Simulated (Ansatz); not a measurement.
# SrHgGeSe4 (Ama2): converging the G0W0 gap, part 2 of 2

Aim: see how the G0W0 gap of SrHgGeSe4 (Ama2) on PBE moves with empty bands and screening cutoff, and what each rung costs.

Ansatz 0.2.0; G0W0 on PBE, plane waves, PAW; PAW set soft_1. Known limits of the many-body steps: not at the basis limit; no spin-orbit coupling; coarse k mesh.

So far. Step 4 (877 empty bands, screening to 100 eV): Against the run with 2×2×2 mesh, 407 empty bands, screening to 60 eV, PAW set soft_1 files, the gap moves by +0.04 eV.

## Step 5: Changing the frequency model: 2×2×2 mesh, 407 empty bands, screening to 60 eV, plasmon pole, PAW set soft_1 files

A plasmon pole stands in for the full frequency dependence of the screening; this run shows what that costs in accuracy. Bands and cutoff differ from the step before, so it is read against an earlier run that matches them.

Contents of input.yaml:

```yaml
crystal:
  lattice:
    - [10.8375, 0.0, 0.0]
    - [0.0, 5.3728, 3.31885]
    - [0.0, -5.3728, 3.31885]
  atoms:
    - { symbol: Sr, position: [0.0, 0.2560433466, 0.2560433466] }
    - { symbol: Sr, position: [0.5, 0.2560433466, 0.2560433466] }
    - { symbol: Ge, position: [0.25, 0.9567885199, 0.5195787844] }
    - { symbol: Ge, position: [0.75, 0.5195787844, 0.9567885199] }
    - { symbol: Hg, position: [0.25, 0.5280692319, 0.8556187453] }
    - { symbol: Hg, position: [0.75, 0.8556187453, 0.5280692319] }
    - { symbol: Se, position: [0.0730524407, 0.1828143308, 0.7237791204] }
    - { symbol: Se, position: [0.9269475593, 0.7237791204, 0.1828143308] }
    - { symbol: Se, position: [0.4269475593, 0.1828143308, 0.7237791204] }
    - { symbol: Se, position: [0.5730524407, 0.7237791204, 0.1828143308] }
    - { symbol: Se, position: [0.25, 0.9728837483, 0.1441951116] }
    - { symbol: Se, position: [0.75, 0.1441951116, 0.9728837483] }
    - { symbol: Se, position: [0.25, 0.5501429265, 0.4178893364] }
    - { symbol: Se, position: [0.75, 0.4178893364, 0.5501429265] }
kpoints:
  mp_grid: { grid: [2, 2, 2] }
hamiltonian:
  xc: pbe
  pseudopotentials: { kind: paw, azcp: { folder: soft_1 } }
scf:
  occupations: { method: fixed }
gw:
  n_empty_bands: 407
  ecut_chi: 60
  qp_bands: [v4, c4]
  qp_kpoints: band_edges
  screening: { model: godby_needs }
```

On the command line:

```sh
ansatz run input.yaml --threads 2 --pin off --max-ram 92160MiB --backend cuda --events-out ev --progress --plain --runs-dir out --devices 1 --max-vram 13GiB
```

Numbers of over 12 decimals in the logs are rounded to 6 here.

The log of the run:

```text
GPUs: using 1 of 1 available (devices: 1).
[...]
GPU FFT provider: cuFFT
GPU libraries: cuBLAS 13.8.2, cuFFT 12.4.0, cuSOLVER 12.3.4
Crystal: 14 atoms, lattice volume = 386.498 Å³
Basis set: ecut = 420 eV, 7535 PW (Γ)
Bands: 130, of which v1, the nominal top of the filled ones, is band 108 counted from 1 (107 counted from 0)
Symmetry: 4 space group operations
[...]
k-points: 6 of 8
[...]
0   112     10.1852   -11.2708    -3.5507   -15.6216  0.7926    10.9904    10.9853  root
[...]
5   109      9.0400   -10.7787    -3.1282   -14.5211  0.7988     9.6563     9.6542  root
     5   110      9.0400   -10.7787    -3.1282   -14.5211  0.7988     9.6563     9.6542  root
     5   111     10.0635   -10.4477    -3.4860   -14.5975  0.8028    10.7296    10.7273  root
     5   112     10.0635   -10.4477    -3.4860   -14.5975  0.8028    10.7296    10.7273  root
[key lines of the parts left out:]
SCF converged after 11 iterations
Free energy (F): -87073.106208 eV
Fermi energy:    7.327226 eV
```

It took 31 s on 1 × NVIDIA H100 80GB HBM3 (shared by 6 runs) with 2 threads of AMD EPYC 7R13 (Zen 3), shared host; peak memory 2 GiB; 39 s of CPU time.

This step gave:

- bands summed: 515
- plasmon-pole fit frequency: 27.76 eV
- RPA ε∞ on this mesh (eigenvalues): 6.696, 7.595, 10.52
- plane waves in the screening matrix: 391
- G0W0 gap on the mesh: 1.895 eV
- k of the valence top: 0, -0.5, -0.5
- k of the conduction bottom: 0, -0.5, -0.5
- starting gap on the mesh: 1.121 eV
- least direct G0W0 gap on the computed points: 1.895 eV

Against the run with 2×2×2 mesh, 407 empty bands, screening to 60 eV, PAW set soft_1 files, the gap moves by +0.015 eV.

## Step 6: Changing the files: 2×2×2 mesh, 407 empty bands, screening to 60 eV, hard PAW files

Other atomic data (hard PAW) test the pseudisation: the cutoff goes from 420 to 820 eV, with the same valence electrons.

This step: G0W0 on PBE, plane waves, PAW.

input.yaml, as its differences from that of step 5:

```diff
@@ -24,3 +24,3 @@
   xc: pbe
-  pseudopotentials: { kind: paw, azcp: { folder: soft_1 } }
+  pseudopotentials: { kind: paw, source: ansatz }
 scf:
@@ -32,2 +32,2 @@
   qp_kpoints: band_edges
-  screening: { model: godby_needs }
+  screening: { model: contour_deformation }
```

The log of the run:

```text
GPUs: using 1 of 1 available (devices: 1).
[...]
GPU FFT provider: cuFFT
GPU libraries: cuBLAS 13.8.2, cuFFT 12.4.0, cuSOLVER 12.3.4
Crystal: 14 atoms, lattice volume = 386.498 Å³
Basis set: ecut = 820 eV, 20593 PW (Γ)
Bands: 130, of which v1, the nominal top of the filled ones, is band 108 counted from 1 (107 counted from 0)
Symmetry: 4 space group operations
[...]
k-points: 6 of 8
[...]
0   112     10.9644   -11.2723    -3.6550   -15.6207  0.7361    11.6780    11.6580  root
[...]
5   109      9.8188   -10.7792    -3.1653   -14.5206  0.7602    10.4029    10.3947  root
     5   110      9.8188   -10.7792    -3.1653   -14.5206  0.7602    10.4029    10.3947  root
     5   111     10.8425   -10.4407    -3.5426   -14.5876  0.7598    11.4576    11.4467  root
     5   112     10.8425   -10.4407    -3.5426   -14.5876  0.7598    11.4576    11.4467  root
[key lines of the parts left out:]
SCF converged after 11 iterations
Free energy (F): -87147.046549 eV
Fermi energy:    8.104086 eV
```

Wall time 38 s (1 × NVIDIA H100 80GB HBM3 (shared by 6 runs) with 2 threads); peak memory 3.1 GiB.

Numbers from this step:

| Quantity | Value |
| --- | --- |
| bands summed | 515 |
| RPA ε∞ on this mesh (eigenvalues) | 6.688, 7.585, 10.50 |
| plane waves in the screening matrix | 391 |
| G0W0 gap on the mesh | 1.885 eV |
| k of the valence top | 0, -0.5, -0.5 |
| k of the conduction bottom | 0, -0.5, -0.5 |
| starting gap on the mesh | 1.123 eV |
| least direct G0W0 gap on the computed points | 1.885 eV |

Against the run with 2×2×2 mesh, 407 empty bands, screening to 60 eV, PAW set soft_1 files, the gap moves by +0.005 eV.

## Step 7: The runs together

Times are wall times on 1 × NVIDIA H100 80GB HBM3 (shared by 6 runs) with 2 threads of AMD EPYC 7R13 (Zen 3), shared host, good to a factor of about two.

```tsv
mesh	files	frequency	bands summed	cutoff (eV)	start (eV)	G0W0 (eV)	time	host memory (GiB)
2×2×2	PAW set soft_1	contour deformation	252	30	1.121	1.898	16 s	1.4
2×2×2	PAW set soft_1	contour deformation	515	60	1.121	1.880	22 s	1.9
2×2×2	PAW set soft_1	contour deformation	985	100	1.121	1.915	34 s	3.0
2×2×2	PAW set soft_1	plasmon pole	515	60	1.121	1.895	31 s	2.0
2×2×2	hard PAW	contour deformation	515	60	1.123	1.885	38 s	3.1
```

The parts of the quasiparticle energy at the two band edges (eV; QP = start + Σx + Σc − Vxc):

```tsv
run	edge	start	Σx	Σc	Vxc	Z	QP
252 bands	valence top	7.33	-18.86	2.54	-16.42	0.75	7.43
252 bands	conduction bottom	8.45	-10.16	-2.67	-13.71	0.78	9.33
515 bands	valence top	7.33	-18.86	2.20	-16.42	0.74	7.09
515 bands	conduction bottom	8.45	-10.16	-3.03	-13.71	0.77	8.97
985 bands	valence top	7.33	-18.86	1.93	-16.42	0.74	6.81
985 bands	conduction bottom	8.45	-10.16	-3.27	-13.71	0.77	8.73
```

## Step 8: Summary of results

```yaml
252_bands_30_ev: 1.898 eV
515_bands_60_ev: 1.880 eV
985_bands_100_ev: 1.915 eV
mesh_and_start: 2×2×2, PBE
```

In words: From 252 to 985 bands the gap moves by +0.02 eV while the time grows 2.1-fold. Σc changes by −0.62 eV at the valence top and −0.60 eV at the conduction bottom, so the levels themselves move more than the gap between them. The gap turns back along the series, so no limit is drawn from it. The plasmon-pole model gives +0.01 eV against contour deformation, 2 % of the correction, and saved no time in this program. Hard PAW files move the gap by +0.005 eV at equal bands and cutoff, +0.002 eV of it in the start. The 2×2×2 mesh is coarse for this cell (its supercell is 13 Å along the shortest edge). The RPA ε∞ on it, from the PBE start, is 6.67, 7.54 and 10.44; such meshes misread the long-range screening, most where the gap is narrow. The many-body steps are scalar-relativistic: spin-orbit coupling is not in them.

[Paths, hosts, dates, memory and timing lines, banners, echoed tables and standing remarks are left out of the program output.]

[Logs are printed without paths, hosts, clocks, repeated set-up lines and the standing remarks that a program may print on its own settings, such as how far it seeks lower states.]

[Runs of the session that timed out or met a known fault of the program may be left out.]

[Cells called generated may have been cut or substituted from an entry of the Crystallography Open Database or the Materials Project.]

[Hosts, paths, dates, database ids (printed as entryN), source tags and the programs' standing remarks are cut or masked in the printed files.]
